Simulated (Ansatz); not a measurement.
# K on Ni(111): change of the work function

How does one ordered layer of K (fcc site) change the work function of Ni(111), and what dipole does each adsorbate carry?

Calculated with Ansatz 0.2.0; plane-wave DFT, PBE, Ansatz PAW.

**1. The structure**

The cell holds 4 atoms: 4 Ni. Cell: a = 2.489 Å, b = 2.489 Å, c = 24.097 Å, α = 90.0°, β = 90.0°, γ = 60.0°. Vacuum lies along c.

As a file:

```cif
data_structure
_symmetry_space_group_name_H-M 'P 1'
_symmetry_Int_Tables_number 1
_cell_length_a 2.4890
_cell_length_b 2.4890
_cell_length_c 24.0968
_cell_angle_alpha 90.000
_cell_angle_beta 90.000
_cell_angle_gamma 60.000
_cell_volume 129.28
loop_
_atom_site_label
_atom_site_type_symbol
_atom_site_fract_x
_atom_site_fract_y
_atom_site_fract_z
_atom_site_occupancy
Ni1 Ni 0.00000 0.00000 0.37349 1
Ni2 Ni 0.33333 0.33333 0.45783 1
Ni3 Ni 0.66667 0.66667 0.54217 1
Ni4 Ni 0.00000 0.00000 0.62651 1
```

**2. The clean slab**

The bare slab comes first, as the zero from which every change is counted. The two lowest layers are held at bulk places and the upper ones relax. The dipole correction removes the false field that a one-sided slab makes across the periodic vacuum, so each face gets a flat vacuum level of its own.

Input file input.yaml:

```yaml
crystal:
  lattice:
    - [2.4890158698, 0.0, 0.0]
    - [1.2445079349, 2.1555509736, 0.0]
    - [0.0, 0.0, 24.0968188426]
  atoms:
    - { symbol: Ni, position: [0.0, 0.0, 0.3734932839], spin: 0.7 }
    - { symbol: Ni, position: [0.3333333333, 0.3333333333, 0.4578310946], spin: 0.7 }
    - { symbol: Ni, position: [0.6666666667, 0.6666666667, 0.5421689054], spin: 0.7 }
    - { symbol: Ni, position: [0.0, 0.0, 0.6265067161], spin: 0.7 }
magnetization:
  spin_polarized: true
kpoints:
  mp_grid: { grid: [12, 12, 1] }
hamiltonian:
  xc: pbe
scf:
  occupations: { method: fermi_dirac, width: 0.1 }
  convergence: { dr2_threshold: 1.0e-08 }
efield:
  axis: 3
  dipole_correction: true
  ramp_position: 0.97
  ramp_width: 0.06
relax:
  f_tol: 0.02
  max_steps: 60
  constraints: [{ sites: [0, 1] }]
output:
  write_potential: true
  write_density: true
  volumetric_format: npy
```

Launch:

```sh
$ ansatz run input.yaml --threads 4 --pin off --max-ram 6144MiB --backend cpu --events-out ev --progress --plain --runs-dir out
```

Output:

```text
Engine: ansatz 0.2.0, aarch64-unknown-linux-gnu
Pseudopotentials: kind: paw
Pseudopotential: Ni, paw, valence charge 18, recommended cutoff 420 eV (normal), Ni.paw.azcp
Functional definition: PBE
  parameter kappa = 0.804
  parameter beta = 0.066725
  exchange = pbe_x(kappa = kappa, mu = beta*pi^2/3)
  correlation = pbe_c(beta = beta)
Crystal: 4 atoms, lattice volume = 129.284 Å³
Basis set: ecut = 420 eV, 2439 PW (Γ), exchange–correlation on 36×36×324 points (8 copies of the dense FFT grid, shifted against one another)
Bands: 45, of which v1, the nominal top of the filled ones, is band 36 counted from 1 (35 counted from 0)
Symmetry: 6 space group operations
k-points: 19 of 144 (time reversal used)
Non-local potential: Ni, projectors of the file, l = 0: 3, l = 1: 2, l = 2: 3, l = 3: 1
PAW form: soft (Blöchl's): semilocal exchange-correlation on the pseudo side does not see the compensation charge
PAW one-centre angular grid: Ni, 590 points (default); XC on 64 Gauss nodes
Initial density: superposition of atomic densities (neutral atoms: chi_scale 0, normalization atom)
Starting moments: Σ|m| = 2.8 μB on 4 of 4 sites
Initial wavefunctions: pseudopotential atomic-orbital guess
Functional: x = pbe(κ = 0.804, μ = 0.219515), c = pbe(β = 0.066725)
SCF iter   1: F=—  HF=-23353.905145 eV  |F-HF|=—  |Δ(HF+E_count)|=         —  Δρ=2.86e-2 (↑1.12e-2 ↓2.86e-2)  dr2=2.62e0  dr2_m=2.76e-1  M=2.997 μB ∫|m|=3.146 μB  β_m=1.00  ethr=3.10e-3  p=0.000 e·Å  D=3.58e-13 V/Å  ΔV_dip=-0.00 eV  dr2_dipole=4.80e-7  V_vac-E_F(+/−)=7.25/7.25 eV  ⟨swp⟩=10.9  Hψ=8806  notcnv=0  defer=16
Mixer restart at iter 1: flushing history
efield: sawtooth ramp at fractional position 0.9700 (set: `efield.ramp_position`, or a place that a band, a saddle search or an elastic batch's reference lends), width 0.0600; the density the first Hamiltonian is built on has a dipole p = 0.000 e·Å; the dipole correction subtracts the counter field D = 3.58e-13 V/Å, which shifts the + side's vacuum level by -0.00 eV against the − side's; the planar-averaged density in the ramp window peaks in size at 7.6e-6 e/Å³
preconditioner: auto → LDOS  [metal: Δε(μ)=0.005 eV  Ē_g=7.174 eV  σ=0.100 eV  W_gap=0.01  n_scr=18 (ndim 8)  ℏωp=20.7 eV  f_vac=0.604  D(μ)=7.90/eV (n_scr^D=102)]
spin=Collinear: LDOS preconditioning applied to the charge; magnetization (m = ρ↑ − ρ↓) channel mixes plain (no charge-response kernel on spin).
SCF iter   2: F=—  HF=-23354.537091 eV  |F-HF|=—  |Δ(HF+E_count)|=   6.32e-1  Δρ=1.21e-2 (↑1.21e-2 ↓9.37e-3)  dr2=4.70e-1  dr2_m=6.08e-3  M=2.950 μB ∫|m|=3.239 μB  β_m=0.32  ethr=3.10e-3  p=-0.000 e·Å  D=-1.18e-5 V/Å  ΔV_dip=0.00 eV  dr2_dipole=1.68e-7  V_vac-E_F(+/−)=6.45/6.45 eV  ⟨swp⟩=2.3  Hψ=2954  notcnv=0  defer=39
density mixer auto → msr1: a metal under ldos (density of states about μ 3.85 of a free-electron gas's, 18 screened modes)
SCF iter   3: F=—  HF=-23355.900692 eV  |F-HF|=—  |Δ(HF+E_count)|=    1.36e0  Δρ=6.31e-3 (↑6.31e-3 ↓4.98e-3)  dr2=1.22e-1  dr2_m=5.55e-3  M=2.942 μB ∫|m|=3.263 μB  β_m=0.52  ethr=6.53e-4  p=-0.000 e·Å  D=-2.38e-7 V/Å  ΔV_dip=0.00 eV  dr2_dipole=6.09e-9  V_vac-E_F(+/−)=6.01/6.01 eV  ⟨swp⟩=3.0  Hψ=2841  notcnv=0  defer=40
SCF iter   4: F=—  HF=-23357.393573 eV  |F-HF|=—  |Δ(HF+E_count)|=         —  Δρ=6.98e-3 (↑4.12e-3 ↓6.98e-3)  dr2=1.03e-1  dr2_m=3.75e-3  M=2.826 μB ∫|m|=3.215 μB  β_m=0.52  ethr=1.70e-4  p=-0.000 e·Å  D=-2.46e-6 V/Å  ΔV_dip=0.00 eV  dr2_dipole=3.12e-9  V_vac-E_F(+/−)=5.44/5.44 eV  ⟨swp⟩=3.7  Hψ=3872  notcnv=0  defer=38
SCF iter   5: F=—  HF=-23357.642354 eV  |F-HF|=—  |Δ(HF+E_count)|=   2.49e-1  Δρ=4.88e-3 (↑1.50e-3 ↓4.88e-3)  dr2=3.19e-2  dr2_m=5.57e-3  M=2.736 μB ∫|m|=3.135 μB  β_m=0.76  ethr=1.43e-4  p=0.000 e·Å  D=9.90e-7 V/Å  ΔV_dip=-0.00 eV  dr2_dipole=4.35e-9  V_vac-E_F(+/−)=5.26/5.26 eV  ⟨swp⟩=2.4  Hψ=2763  notcnv=0  defer=40
SCF iter   6: F=—  HF=-23357.693928 eV  |F-HF|=—  |Δ(HF+E_count)|=   5.16e-2  Δρ=2.88e-3 (↑1.47e-3 ↓2.88e-3)  dr2=1.26e-2  dr2_m=1.52e-3  M=2.669 μB ∫|m|=3.070 μB  β_m=0.86  ethr=4.44e-5  p=-0.000 e·Å  D=-5.87e-6 V/Å  ΔV_dip=0.00 eV  dr2_dipole=2.12e-8  V_vac-E_F(+/−)=5.15/5.15 eV  ⟨swp⟩=2.2  Hψ=2708  notcnv=0  defer=40
SCF iter   7: F=—  HF=-23357.694448 eV  |F-HF|=—  |Δ(HF+E_count)|=   5.20e-4  Δρ=2.31e-3 (↑1.35e-3 ↓2.31e-3)  dr2=9.68e-3  dr2_m=5.46e-4  M=2.662 μB ∫|m|=3.065 μB  β_m=0.72  ethr=1.75e-5  p=0.000 e·Å  D=1.37e-5 V/Å  ΔV_dip=-0.00 eV  dr2_dipole=5.02e-8  V_vac-E_F(+/−)=5.06/5.06 eV  ⟨swp⟩=2.7  Hψ=3609  notcnv=0  defer=46
SCF iter   8: F=—  HF=-23357.693229 eV  |F-HF|=—  |Δ(HF+E_count)|=   1.22e-3  Δρ=4.06e-4 (↑1.85e-4 ↓4.06e-4)  dr2=3.64e-4  dr2_m=1.71e-5  M=2.660 μB ∫|m|=3.064 μB  β_m=0.68  ethr=1.34e-5  p=-0.000 e·Å  D=-3.61e-6 V/Å  ΔV_dip=0.00 eV  dr2_dipole=1.02e-8  V_vac-E_F(+/−)=5.09/5.09 eV  ⟨swp⟩=2.0  Hψ=2577  notcnv=0  defer=48
SCF iter   9: F=—  HF=-23357.693190 eV  |F-HF|=—  |Δ(HF+E_count)|=   3.90e-5  Δρ=1.79e-4 (↑7.00e-5 ↓1.79e-4)  dr2=3.02e-5  dr2_m=1.70e-5  M=2.661 μB ∫|m|=3.067 μB  β_m=0.69  ethr=5.05e-7  p=0.000 e·Å  D=3.88e-6 V/Å  ΔV_dip=-0.00 eV  dr2_dipole=1.52e-8  V_vac-E_F(+/−)=5.09/5.09 eV  ⟨swp⟩=3.2  Hψ=3585  notcnv=0  defer=48
SCF iter  10: F=—  HF=-23357.693186 eV  |F-HF|=—  |Δ(HF+E_count)|=   3.73e-6  Δρ=5.06e-5 (↑4.30e-5 ↓5.06e-5)  dr2=1.84e-6  dr2_m=2.32e-6  M=2.661 μB ∫|m|=3.067 μB  β_m=0.80  ethr=4.19e-8  p=-0.000 e·Å  D=-3.65e-6 V/Å  ΔV_dip=0.00 eV  dr2_dipole=5.47e-9  V_vac-E_F(+/−)=5.08/5.08 eV  ⟨swp⟩=2.1  Hψ=2596  notcnv=0  defer=48
SCF iter  11: F=—  HF=-23357.693187 eV  |F-HF|=—  |Δ(HF+E_count)|=   9.69e-7  Δρ=2.04e-5 (↑1.28e-5 ↓2.04e-5)  dr2=6.04e-7  dr2_m=1.91e-7  M=2.661 μB ∫|m|=3.067 μB  β_m=0.87  ethr=2.55e-9  p=0.000 e·Å  D=7.85e-6 V/Å  ΔV_dip=-0.00 eV  dr2_dipole=2.85e-8  V_vac-E_F(+/−)=5.08/5.08 eV  ⟨swp⟩=2.1  Hψ=2536  notcnv=0  defer=48
SCF iter  12: F=—  HF=-23357.693187 eV  |F-HF|=—  |Δ(HF+E_count)|=   2.54e-7  Δρ=1.80e-5 (↑1.52e-5 ↓1.80e-5)  dr2=9.37e-7  dr2_m=1.72e-8  M=2.661 μB ∫|m|=3.067 μB  β_m=0.65  ethr=8.40e-10  p=-0.000 e·Å  D=-1.24e-5 V/Å  ΔV_dip=0.00 eV  dr2_dipole=7.49e-8  V_vac-E_F(+/−)=5.08/5.08 eV  ⟨swp⟩=2.4  Hψ=3336  notcnv=0  defer=48
SCF iter  13: F=—  HF=-23357.693187 eV  |F-HF|=—  |Δ(HF+E_count)|=   2.15e-7  Δρ=3.06e-6 (↑2.12e-6 ↓3.06e-6)  dr2=3.80e-8  dr2_m=2.53e-9  M=2.661 μB ∫|m|=3.067 μB  β_m=0.82  ethr=8.40e-10  p=-0.000 e·Å  D=-2.07e-6 V/Å  ΔV_dip=0.00 eV  dr2_dipole=9.62e-9  V_vac-E_F(+/−)=5.08/5.08 eV  ⟨swp⟩=2.1  Hψ=2509  notcnv=0  defer=48
[...]
density mixer auto → msr1: a metal under ldos (density of states about μ 3.54 of a free-electron gas's, 18 screened modes)
SCF iter   3: F=—  HF=-23357.695252 eV  |F-HF|=—  |Δ(HF+E_count)|=   3.46e-6  Δρ=3.61e-4 (↑3.61e-4 ↓2.26e-4)  dr2=1.98e-4  dr2_m=3.76e-5  M=2.664 μB ∫|m|=3.069 μB  β_m=0.44  ethr=1.15e-6  p=0.001 e·Å  D=1.05e-3 V/Å  ΔV_dip=-0.03 eV  dr2_dipole=3.96e-5  V_vac-E_F(+/−)=5.05/5.08 eV  ⟨swp⟩=1.8  Hψ=2160  notcnv=0  defer=48
SCF iter   4: F=—  HF=-23357.695307 eV  |F-HF|=—  |Δ(HF+E_count)|=   5.46e-5  Δρ=1.71e-4 (↑1.71e-4 ↓1.57e-4)  dr2=3.30e-5  dr2_m=2.06e-5  M=2.663 μB ∫|m|=3.067 μB  β_m=0.46  ethr=2.74e-7  p=0.001 e·Å  D=8.26e-4 V/Å  ΔV_dip=-0.02 eV  dr2_dipole=2.45e-8  V_vac-E_F(+/−)=5.06/5.08 eV  ⟨swp⟩=1.5  Hψ=1942  notcnv=0  defer=48
SCF iter   5: F=—  HF=-23357.695322 eV  |F-HF|=—  |Δ(HF+E_count)|=   1.50e-5  Δρ=7.39e-5 (↑5.22e-5 ↓7.39e-5)  dr2=5.11e-6  dr2_m=4.02e-6  M=2.662 μB ∫|m|=3.067 μB  β_m=0.61  ethr=4.58e-8  p=0.000 e·Å  D=6.00e-4 V/Å  ΔV_dip=-0.01 eV  dr2_dipole=8.35e-7  V_vac-E_F(+/−)=5.07/5.08 eV  ⟨swp⟩=2.2  Hψ=2990  notcnv=0  defer=48
SCF iter   6: F=—  HF=-23357.695328 eV  |F-HF|=—  |Δ(HF+E_count)|=   6.07e-6  Δρ=4.54e-5 (↑4.33e-5 ↓4.54e-5)  dr2=5.56e-6  dr2_m=7.72e-7  M=2.661 μB ∫|m|=3.066 μB  β_m=0.57  ethr=7.10e-9  p=0.000 e·Å  D=4.49e-4 V/Å  ΔV_dip=-0.01 eV  dr2_dipole=1.55e-7  V_vac-E_F(+/−)=5.07/5.08 eV  ⟨swp⟩=3.1  Hψ=3523  notcnv=0  defer=48
SCF iter   7: F=—  HF=-23357.695328 eV  |F-HF|=—  |Δ(HF+E_count)|=   4.71e-7  Δρ=2.52e-5 (↑2.52e-5 ↓1.49e-5)  dr2=2.59e-6  dr2_m=2.45e-7  M=2.661 μB ∫|m|=3.065 μB  β_m=0.52  ethr=7.10e-9  p=0.000 e·Å  D=3.65e-4 V/Å  ΔV_dip=-0.01 eV  dr2_dipole=9.20e-7  V_vac-E_F(+/−)=5.07/5.08 eV  ⟨swp⟩=2.1  Hψ=2796  notcnv=0  defer=48
SCF iter   8: F=—  HF=-23357.695328 eV  |F-HF|=—  |Δ(HF+E_count)|=   1.09e-7  Δρ=1.02e-5 (↑9.83e-6 ↓1.02e-5)  dr2=4.19e-8  dr2_m=1.01e-7  M=2.661 μB ∫|m|=3.065 μB  β_m=0.69  ethr=3.59e-9  p=0.000 e·Å  D=3.80e-4 V/Å  ΔV_dip=-0.01 eV  dr2_dipole=2.31e-9  V_vac-E_F(+/−)=5.07/5.08 eV  ⟨swp⟩=2.4  Hψ=2348  notcnv=0  defer=48
SCF iter   9: F=—  HF=-23357.695329 eV  |F-HF|=—  |Δ(HF+E_count)|=   1.88e-7  Δρ=4.90e-6 (↑4.06e-6 ↓4.90e-6)  dr2=1.37e-7  dr2_m=1.16e-8  M=2.660 μB ∫|m|=3.065 μB  β_m=0.62  ethr=5.82e-11  p=0.000 e·Å  D=3.76e-4 V/Å  ΔV_dip=-0.01 eV  dr2_dipole=2.32e-9  V_vac-E_F(+/−)=5.07/5.08 eV  ⟨swp⟩=3.1  Hψ=3692  notcnv=0  defer=48
SCF iter  10: F=—  HF=-23357.695329 eV  |F-HF|=—  |Δ(HF+E_count)|=   1.71e-9  Δρ=2.50e-6 (↑2.50e-6 ↓2.28e-6)  dr2=2.54e-8  dr2_m=3.15e-9  M=2.660 μB ∫|m|=3.065 μB  β_m=0.56  ethr=5.82e-11  p=0.000 e·Å  D=3.70e-4 V/Å  ΔV_dip=-0.01 eV  dr2_dipole=7.77e-9  V_vac-E_F(+/−)=5.07/5.08 eV  ⟨swp⟩=2.3  Hψ=3260  notcnv=0  defer=48
SCF iter  11: F=—  HF=-23357.695329 eV  |F-HF|=—  |Δ(HF+E_count)|=   4.01e-9  Δρ=1.37e-6 (↑1.37e-6 ↓1.25e-6)  dr2=3.06e-9  dr2_m=1.07e-9  M=2.660 μB ∫|m|=3.065 μB  β_m=0.56  ethr=3.52e-11  p=0.000 e·Å  D=3.74e-4 V/Å  ΔV_dip=-0.01 eV  dr2_dipole=4.16e-10  V_vac-E_F(+/−)=5.07/5.08 eV  ⟨swp⟩=2.0  Hψ=2494  notcnv=0  defer=48
SCF iter  12: F=—  HF=-23357.695329 eV  |F-HF|=—  |Δ(HF+E_count)|=  2.91e-11  Δρ=9.58e-7 (↑9.58e-7 ↓4.74e-7)  dr2=1.32e-9  dr2_m=5.62e-10  M=2.660 μB ∫|m|=3.065 μB  β_m=0.78  ethr=4.26e-12  p=0.000 e·Å  D=3.75e-4 V/Å  ΔV_dip=-0.01 eV  dr2_dipole=6.95e-11  V_vac-E_F(+/−)=5.07/5.08 eV  ⟨swp⟩=2.1  Hψ=2475  notcnv=0  defer=48
SCF iter  13: F=—  HF=-23357.695329 eV  |F-HF|=—  |Δ(HF+E_count)|=   1.55e-9  Δρ=2.67e-6 (↑4.00e-7 ↓2.67e-6)  dr2=1.68e-8  dr2_m=1.71e-9  M=2.660 μB ∫|m|=3.065 μB  β_m=0.89  ethr=1.84e-12  p=0.000 e·Å  D=3.77e-4 V/Å  ΔV_dip=-0.01 eV  dr2_dipole=1.69e-11  V_vac-E_F(+/−)=5.07/5.08 eV  ⟨swp⟩=2.1  Hψ=2451  notcnv=0  defer=48
SCF iter  14: F=-23357.695329 eV  HF=-23357.695329 eV  |F-HF|=3.21e-9  |Δ(HF+E_count)|=  6.80e-10  Δρ=9.79e-7 (↑4.19e-7 ↓9.79e-7)  dr2=3.30e-9  dr2_m=1.18e-10  M=2.660 μB ∫|m|=3.065 μB  ethr=1.84e-12  p=0.000 e·Å  D=3.78e-4 V/Å  ΔV_dip=-0.01 eV  dr2_dipole=6.52e-10  V_vac-E_F(+/−)=5.07/5.08 eV  ⟨swp⟩=6.4  Hψ=10591  notcnv=0
SCF 3 converged in 14 iterations: F = -23357.695329 eV  dr2 = 3.30e-9
relax step   3: F+E_penalty+E_count = -23357.69532856 eV  Δ(F+E_penalty+E_count) = -7.169e-4 eV  max|allowed force component| = 2.492e-3 eV/Å  Δτ_max = 0.0193 Å  (14 SCF iters, accepted)
NSCF: frozen V_eff on 19 k-points
the band table was solved once a step of the walk had ended and its energy, with any forces and stress, was formed, with the checks that follow a solve (9205 applications of the Hamiltonian). They found nothing against the state; the energy, forces and stress were not computed again (output.eigenvalues in the input reference)
WARN: The output density's exchange-correlation potential varies sharply where the density is thin. Do not read a vacuum level from v_tot or v_xc, or from such a field of the output density. On a cell that repeats whose density bears no net charge and no dipole along the vacuum's axis use v_es (v_loc + v_h of the components); under efield.dipole_correction with no amplitude use v_es + v_field, which holds any externa [...]
SCF converged after 14 iterations
Magnetization: 2.6604 μB (37.3302 up, 34.6698 down)
Absolute magnetization: 3.0681 μB (∫|ρ↑−ρ↓|, with the PAW one-centre terms)
Spin contamination: 0.0397 ħ² per cell (⟨S²⟩ above its minimum at these occupations)
Per-site moments (μB) at R_I (Å): [(0.697093, 1.026719), (0.715500, 1.024444), (0.716982, 1.017614), (0.700575, 1.017614)]
Free energy (F): -23357.695329 eV
Harris-Foulkes:  -23357.695329 eV  (|F-HF|=3.21e-9)
Internal energy: -23357.459514 eV  (E = F + TS)
E sigma→0 (E₀):  -23357.577421 eV
Entropy (-TS):   -0.235815 eV (-58.954 meV/atom)
Fermi energy:    2.806611 eV
Dipole field:    D = 0.000421 V/Å  (p = 0.000301 e·Å, saw-weighted, corrected)
Work function:   Φ+ = 5.0720 eV   Φ− = 5.0821 eV
Levels:          The Fermi level and band energies are counted from a zero that moves with the ramp; work functions are not
--- Per-component energies (eV) ---
  E_band       = -2233.047899
  E_kinetic    = 1126.070205
  E_local      = -172553.849253  (includes V_loc(G=0)·N_el)
  E_nonlocal   = 2547.333315
  E_hartree    = 84594.355763
  E_xc         = -336.334421
  E_vxc        = -433.429845  (∫ρ·V_xc dr)
  E_paw        = -6522.740077  (= ΣΔE_a)
  E_vpaw       = -2107.890493  (= ΣTr[D̂ρ^β])
  E_aug_tail   = 0.002094  (compensation charges beyond the density's cutoff)
  E_efield     = 0.000000  (sawtooth field / dipole correction)
  E_vefield    = 0.000308  (∫n·V_field dr)
  E_ewald      = 67787.702860
  E_smearing   = -0.235815  (= −TS)
  E_closure    = -0.000000  (closes the sum)
  Σ components = -23357.695329   (vs F -23357.695329, Δ=0.00e0)
--- Forces (eV/Å), atoms counted from 1 ---
  atom   1  Ni    -0.00000000    -0.00000000     0.14360150
  atom   2  Ni    -0.00000000     0.00000000    -0.14452133
  atom   3  Ni     0.00000000     0.00000000    -0.00158587
  atom   4  Ni    -0.00000000     0.00000000     0.00249198
  max |Σ_I F_I| component: 1.37e-5 eV/Å
--- Band table (eV; the first three rows and the last of 38) ---
  k-point 0 ↑: bands = [... 32 lower, 1.4980, 1.6464, 1.6464, 2.0208, 2.0208, 2.1301, 2.1788, 2.1788, ... 5 higher]
  k-point 1 ↑: bands = [... 32 lower, 1.4402, 1.5080, 1.6627, 1.6938, 1.8504, 2.0182, 2.1827, 2.7997, ... 5 higher]
  k-point 2 ↑: bands = [... 32 lower, 1.2167, 1.3936, 1.5035, 1.6730, 2.0108, 2.1822, 2.1914, 3.6577, ... 5 higher]
  k-point 18 ↓: bands = [... 32 lower, 2.7441, 2.8850, 2.8850, 2.8927, 7.8453, 8.0826, 8.0958, 8.8517, ... 5 higher]
--- Relaxed structure (3 steps of the walk, 3 accepted, 0 SCFs on fresh bases) ---
  F+E_penalty+E_count = -23357.69532856 eV   max|allowed force component| = 2.492e-3 eV/Å
  atoms:
    - { symbol: Ni, position: [0.0, 0.0, 0.373493] }
    - { symbol: Ni, position: [0.333333, 0.333333, 0.4578310946] }
    - { symbol: Ni, position: [0.666667, 0.666667, 0.541888] }
    - { symbol: Ni, position: [0, 0.0, 0.625102] }
```

It took 23 s on 4 threads of Arm Neoverse V2, shared host; peak memory 0.52 GiB; 87 s of CPU time.

Relaxation path:

```
step  energy less that of the first step (eV)  largest force component (eV/Å)
   1                                   0.0000                          0.1468
   2                                  -0.0014                          0.0868
   3                                  -0.0021                          0.0025
```

The run keeps the 6 symmetry operations that the program found, so distortions that break them were not tested.

The atoms that moved most (Å):

```
atom     dx     dy      dz  length
 Ni4  0.000  0.000  -0.034   0.034
 Ni3  0.000  0.000  -0.007   0.007
```

Numbers from this step:

```yaml
energy_at_zero_smearing: -23357.5774 eV
total_moment: 2.660 μB
site_moments: 0.6971, 0.7155, 0.7170, 0.7006 μB
work_function_upper_face: 5.072 eV
dipole_along_the_normal: 3.01e-4 e·Å
```

Running mean over 2.032 Å of the planar mean; the ramp of the sawtooth is left out. Table of electron's electrostatic potential energy less the Fermi level by z:

```
z (Å)  electron's electrostatic potential energy less the Fermi level (eV)
  3.0                                                                 5.08
  3.5                                                                 5.08
  4.0                                                                 5.08
  4.5                                                                 5.08
  5.0                                                                 5.08
  5.5                                                                 5.07
  6.0                                                                 5.03
  6.5                                                                 4.90
  7.0                                                                 4.40
  7.5                                                                 2.24
  8.0                                                                -3.19
  8.5                                                                -8.38
  9.0                                                                -10.0
  9.5                                                                -10.3
 10.0                                                                -10.3
 10.5                                                                -10.4
 11.0                                                                -10.4
 11.5                                                                -10.4
 12.0                                                                -10.5
 12.5                                                                -10.5
 13.0                                                                -10.4
 13.5                                                                -10.5
 14.0                                                                -10.6
 14.5                                                                -10.5
 15.0                                                                -10.2
 15.5                                                                -8.78
 16.0                                                                -3.97
 16.5                                                                 1.74
 17.0                                                                 4.26
 17.5                                                                 4.85
 18.0                                                                 5.01
 18.5                                                                 5.06
 19.0                                                                 5.07
 19.5                                                                 5.07
 20.0                                                                 5.07
 20.5                                                                 5.07
 21.0                                                                 5.07
```

Site moment by atom:

```
atom  site moment (μB)
 Ni1             0.697
 Ni2             0.715
 Ni3             0.717
 Ni4             0.701
```

The relaxation took 3 steps and lowered the energy by 0.0021 eV; the largest force on the free atoms ends at 0.0025 eV/Å.

The work function of the upper face is 5.07 eV.

[end of part 1 of 3]

[Long decimals in the printed logs are rounded to 6 places.]

[Logs are printed without paths, hosts, clocks, repeated set-up lines and the standing remarks that a program may print on its own settings, such as how far it seeks lower states.]

[Hosts, paths, dates, database ids (printed as entryN), source tags and the programs' standing remarks are cut or masked in the printed files.]

[Maps of the electrostatic potential energy from Ansatz leave out the sawtooth potential of an applied field or a dipole correction, so their vacuum need not be flat; planar profiles and work functions include it.]
